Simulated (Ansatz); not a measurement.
# Be2N (built on the sites of a database entry of Ba2N): phonons and vibrational spectra, part 2 of 2

Aim: the phonons of Be2N (built on the sites of a database entry of Ba2N) at a cell relaxed beforehand at this level. After the zone centre comes a 4×4×4 q mesh on a 20×20×20 k mesh.

Ansatz 0.2.0; DFT PBEsol, scalar-relativistic, plane waves, PAW.

So far, highest frequency on the path or at a solved wavevector (cm⁻¹): step 3 (phonons on a q mesh) 879.

The structure was built from a prototype and need not be the compound's stable phase.

**4. The same by displaced supercells**

Finite displacements in a 2×2×2 supercell give force constants from forces alone. They are exact at the wavevectors that the supercell holds, where they check the linear-response result.

File input.yaml:

```yaml
crystal:
  lattice:
    - [1.3238019118, 0.7642973901, 4.0160918286]
    - [-1.3238019118, 0.7642973901, 4.0160918286]
    - [0.0, -1.5285947803, 4.0160918286]
  atoms:
    - { symbol: Be, position: [0.2672013696, 0.2672013696, 0.2672013696] }
    - { symbol: Be, position: [0.7327986304, 0.7327986304, 0.7327986304] }
    - { symbol: "N", position: [0.0, 0.0, 0.0] }
kpoints:
  mp_grid: { grid: [18, 18, 18] }
hamiltonian:
  xc: pbesol
scf:
  occupations: { method: methfessel_paxton, width: 0.15 }
output:
  eigenvalues: true
phonons:
  method: fd
  supercell: [2, 2, 2]
  temperatures: { t_max: 1000, t_step: 50 }
  qpath:
    path:
      - [[0.0, 0.0, 0.0], [0.5, 0.5, 0.5], [0.80918839, 0.19081161, 0.5]]
      - [[0.5, -0.19081161, 0.19081161], [0.5, 0.0, 0.0], [0.0, 0.0, 0.0], [0.34540581, -0.34540581, 0.0]]
      - [[0.65459419, 0.0, 0.34540581], [0.5, 0.0, 0.5], [0.0, 0.0, 0.0]]
    npoints: 10
```

Launch:

```sh
ansatz run input.yaml --threads 8 --pin off --max-ram 14336MiB --backend cpu --events-out ev --progress --plain --runs-dir out
```

Numbers of over 12 decimals in the logs are rounded to 6 here.

The program printed:

```text
[...]
Crystal: 24 atoms, lattice volume = 195.043 Å³
Basis set: ecut = 420 eV, 3795 PW (Γ), exchange–correlation on 120×120×120 points (8 copies of the dense FFT grid, shifted against one another)
Bands: 48, of which v1, the nominal top of the filled ones, is band 36 counted from 1 (35 counted from 0)
Symmetry: 96 space group operations
k-points: 85 of 729
[...]
SCF iter   1: F=—  HF=-4484.991612 eV  |F-HF|=—  |Δ(HF+E_count)|=         —  Δρ=3.04e-8  dr2=2.82e-13  ethr=1.00e-12  ⟨swp⟩=3.0  Hψ=10690  notcnv=0
[...]
SCF iter   2: F=-4484.991612 eV  HF=-4484.991612 eV  |F-HF|=9.09e-13  |Δ(HF+E_count)|=    0.00e0  S|Δr|=    0.00e0  Δρ=1.66e-8  dr2=9.71e-14  ethr=1.00e-12  ⟨swp⟩=2.0  Hψ=7496  notcnv=0
SCF 1 converged in 2 iterations: F = -4484.991612 eV  dr2 = 9.71e-14
[...]
Symmetry: 2 space group operations
k-points: 205 of 729 (time reversal used)
iter 1 solved again at ethr=4.58e-8 eV; its pass at ethr=3.10e-3 eV (dr2=3.30e-5 eV) is discarded
[...]
SCF iter   7: F=-4484.991557 eV  HF=-4484.991557 eV  |F-HF|=4.55e-12  |Δ(HF+E_count)|=  2.27e-11  S|Δr|=    0.00e0  Δρ=5.30e-8  dr2=5.88e-12  ethr=1.00e-12  ⟨swp⟩=4.7  Hψ=41617  notcnv=0
SCF 2 converged in 7 iterations: F = -4484.991557 eV  dr2 = 5.88e-12
[...]
SCF iter   9: F=-4484.991585 eV  HF=-4484.991585 eV  |F-HF|=3.64e-12  |Δ(HF+E_count)|=  9.09e-12  S|Δr|=    0.00e0  Δρ=4.61e-8  dr2=6.08e-12  ethr=1.00e-12  ⟨swp⟩=4.7  Hψ=41045  notcnv=0
SCF 3 converged in 9 iterations: F = -4484.991585 eV  dr2 = 6.08e-12
[...]
SCF iter   4: F=-4484.991585 eV  HF=-4484.991585 eV  |F-HF|=4.55e-12  |Δ(HF+E_count)|=  6.37e-12  S|Δr|=    0.00e0  Δρ=3.09e-8  dr2=4.38e-12  ethr=1.00e-12  ⟨swp⟩=4.4  Hψ=40675  notcnv=0
SCF 4 converged in 4 iterations: F = -4484.991585 eV  dr2 = 4.38e-12
[...]
SCF converged after 2 iterations
[...]
Free energy (F): -4484.991612 eV
[...]
Internal energy: -4484.989583 eV  (E = F + TS)
E sigma→0 (E₀):  -4484.991105 eV
Entropy (-TS):   -0.002029 eV (-0.085 meV/atom)
Fermi energy:    8.373308 eV
[...]
--- Forces (eV/Å), atoms counted from 1 ---
  atom   1  Be    -0.00000000     0.00000000    -0.00001032
  atom   2  Be    -0.00000000    -0.00000000     0.00001032
  atom   3  N      0.00000000     0.00000000     0.00000000
  atom   4  Be    -0.00000000     0.00000000    -0.00001032
  atom   5  Be     0.00000000    -0.00000000     0.00001032
  atom   6  N      0.00000000    -0.00000000     0.00000000
  atom   7  Be     0.00000000     0.00000000    -0.00001032
  atom   8  Be     0.00000000    -0.00000000     0.00001032
  atom   9  N     -0.00000000     0.00000000     0.00000000
  atom  10  Be     0.00000000     0.00000000    -0.00001032
  atom  11  Be     0.00000000    -0.00000000     0.00001032
  atom  12  N     -0.00000000     0.00000000     0.00000000
  atom  13  Be    -0.00000000     0.00000000    -0.00001032
  atom  14  Be     0.00000000    -0.00000000     0.00001032
  atom  15  N     -0.00000000    -0.00000000     0.00000000
  atom  16  Be    -0.00000000     0.00000000    -0.00001032
  atom  17  Be     0.00000000    -0.00000000     0.00001032
  atom  18  N     -0.00000000    -0.00000000     0.00000000
  atom  19  Be    -0.00000000     0.00000000    -0.00001032
  atom  20  Be    -0.00000000    -0.00000000     0.00001032
  atom  21  N     -0.00000000    -0.00000000    -0.00000000
  atom  22  Be    -0.00000000     0.00000000    -0.00001032
  atom  23  Be     0.00000000    -0.00000000     0.00001032
  atom  24  N     -0.00000000    -0.00000000    -0.00000000
  max |Σ_I F_I| component: 1.97e-17 eV/Å
--- Band table (eV; the first three rows and the last of 85) ---
  k-point 0: bands = [... 32 lower, 6.0415, 7.8759, 7.8759, 7.8759, 8.5725, 8.9507, 8.9507, 8.9507, ... 8 higher]
  k-point 1: bands = [... 32 lower, 5.9432, 8.0108, 8.0281, 8.0281, 8.5482, 8.5730, 8.9373, 8.9373, ... 8 higher]
  k-point 2: bands = [... 32 lower, 5.6763, 7.6472, 8.2796, 8.3458, 8.3458, 8.5754, 8.9001, 8.9001, ... 8 higher]
  k-point 84: bands = [... 32 lower, 5.9343, 6.1685, 8.2909, 8.7207, 8.7207, 8.9137, 9.0902, 9.0902, ... 8 higher]
--- Phonons: 3 displaced members + reference (amplitude 0.0025 Å, Σ member SCF iterations 20) ---
  symmetry images taken by strict's conditions (phonons.symmetry_images: auto; settled by no image being taken that strict refuses)
  ASR residual: 7.319e-4 → 0.000e0 eV/Å²; symmetrization residual: 1.288e-4 eV/Å²
  largest component of a force at the reference: 1.0e-5 eV/Å
  ASR residual per site (eV/Å²): 7.30e-5 7.30e-5 7.32e-4
  Γ frequencies (cm⁻¹): 0.00 0.00 0.00 526.71 526.71 565.12 719.19 719.19 778.68
[...]
```

Run time: 56 s. Hardware: 8 threads of Intel Xeon Platinum 8488C (Sapphire Rapids), shared host; peak memory 2 GiB.

This step gave:

```yaml
atoms_in_the_supercell: 24
sum_rule_residual_before_enforcement: 7.32e-4 eV/Å²
lowest_frequency_on_the_path: -338.1 cm⁻¹
highest_frequency_on_the_path_or_at_a_solved_wavevector: 830.2 cm⁻¹
highest_optical_mode_at_the_zone_centre_no_lo_to_term: 778.7 cm⁻¹
lowest_optical_zone_centre_mode: 526.7 cm⁻¹
```

Interpolated from a 2×2×2 supercell, rough between the solved points. The phonon branches at the labelled points (cm⁻¹):

```csv
point,branch 1,branch 2,branch 3,branch 4,branch 5,branch 6,branch 7,branch 8,branch 9
Γ,0,0,0,527,527,565,719,719,779
halfway,22,22,137,465,524,524,720,720,779
T,31,31,184,368,522,522,720,720,767
halfway,-75,210,318,418,504,568,640,734,786
H2,-333,333,334,500,574,593,609,779,794
jump to H0,-333,333,334,500,574,593,609,779,794
halfway,-323,288,393,505,523,594,688,762,808
L,-300,295,417,424,510,614,736,736,820
halfway,-251,257,389,498,523,589,690,729,775
Γ,0,0,0,527,527,565,719,719,779
halfway,-288,326,404,509,514,595,671,750,766
S0,-333,290,374,498,574,596,617,784,789
jump to S2,-333,290,374,498,574,596,617,784,789
halfway,-303,326,367,457,512,578,628,755,817
F,-279,369,388,404,453,575,639,737,830
halfway,-227,280,387,463,482,604,681,733,760
Γ,0,0,0,527,527,565,719,719,779
```

The phonon branches as a text plot (rows in cm⁻¹; labels by their first letter):

```
    806 |          ***************            *************
    757 |*************** ******** **************** **************
    709 |**********        *** *************                *****
    660 |         **     **      *          ******    **** **
    611 |           ***** *********         **********   ****
    562 |*       *********         *********     ********    ****
    514 |*************  *************************** **       ****
    465 |  *        ** *   **  ***                 **********
    416 |   *      * **    ****             * ***     ***  *
    368 |    ***  * *  ****    *****       * *** ********** *
    319 |       ** *   ***    ****        * *   ** ***    ** *
    270 |        **  **   ****    * *      *      *         * *
    222 |          **              *     **                  *
    173 |   *******                 **                        **
    124 |  *   ** *                  *  **                     *
     76 | *    *                      * *                       *
     27 |******
    -22 |                              *
    -70 |          *                  * *                       *
   -119 |                            *                         *
   -168 |           *               *    *                    *
   -216 |                          *      *                 **
   -265 |            *          ***        **         ******
   -314 |             **********             *********
         Γ    T        H|H    L        Γ         S|S   F        Γ
```

The phonon density of states has structure finer than the step of the table below, so its rows give means over 25 cm⁻¹, whole bins alone (the curve runs from -335 to 835 cm⁻¹). Peaks (cm⁻¹: height): -305.0: 0.00995, 385.0: 0.0180, 515.0: 0.0247, 605.0: 0.0190, 735.0: 0.0345, 805.0: 0.0194.

Tetrahedra on a 28×28×28 mesh, mean over bins of 10 cm-1. Interpolated from a 2×2×2 supercell, rough between the solved points. The phonon density of states by wavenumber; means over each step:

```csv
wavenumber (cm⁻¹),phonon density of states (1/cm⁻¹/cell)
-300,0.00873
-275,0.00588
-250,0.00371
-225,0.00273
-200,0.00210
-175,0.00166
-150,0.00131
-125,0.00103
-100,7.4e-4
-75,5.3e-4
-50,3.9e-4
-25,3.2e-4
0,3.2e-4
25,4.1e-4
50,6.7e-4
75,0.00100
100,0.00130
125,0.00161
150,0.00190
175,0.00235
200,0.00255
225,0.00332
250,0.00514
275,0.00819
300,0.0107
325,0.00987
350,0.0101
375,0.0146
400,0.0122
425,0.00550
450,0.0106
475,0.0159
500,0.0222
525,0.0183
550,0.0100
575,0.0148
600,0.0174
625,0.0143
650,0.00850
675,0.00879
700,0.00578
725,0.0216
750,0.0241
775,0.0143
800,0.0166
```

At Γ the two methods differ by at most 1.6 cm⁻¹.

**5. Outcome**

```yaml
space_group_within_0p01_a: R-3m
volume_per_atom: 8.13 Å³
electronic_character: no gap on this mesh
highest_optical_mode_at_the_zone_centre_no_lo_to_term: 779 cm⁻¹
lowest_optical_zone_centre_mode: 527 cm⁻¹
lowest_mode_on_the_q_mesh_acoustic_modes_at_gamma_apart: -297 cm⁻¹
highest_frequency_on_the_path_or_at_a_solved_wavevector: 879 cm⁻¹
imaginary_modes_on_the_4x4x4_q_mesh: yes
```

Modes are clearly imaginary (beyond 10i cm⁻¹) at 9 of the 13 irreducible wavevectors, most at q = (0, 0, -0.5) (296.9i cm⁻¹), so this structure is not a minimum of the energy. The optical modes at Γ span 527 to 779 cm⁻¹. The highest mode in this list at Γ, 778.7 cm⁻¹, is mostly motion of Be (100 % of the kinetic energy). Finite displacements and linear response differ by 1.6 cm⁻¹ in the highest zone-centre mode. With no gap, or one that is small against the smearing, the frequencies hang on the k mesh and the smearing, most of all near Kohn anomalies. The phonon runs are without spin polarisation, although the cell has an odd electron count. A phonon run warned that its eigensolver left some bands unconverged in a pass. The starting cell was built on a prototype and not taken from a measurement, so the phase need not exist. These are harmonic frequencies at zero temperature: anharmonic shifts, linewidths and thermal expansion are left out.

[Logs are printed without paths, hosts, clocks, repeated set-up lines and the standing remarks that a program may print on its own settings, such as how far it seeks lower states.]

[Hosts, paths, dates, database ids (printed as entryN), source tags and the programs' standing remarks are cut or masked in the printed files.]
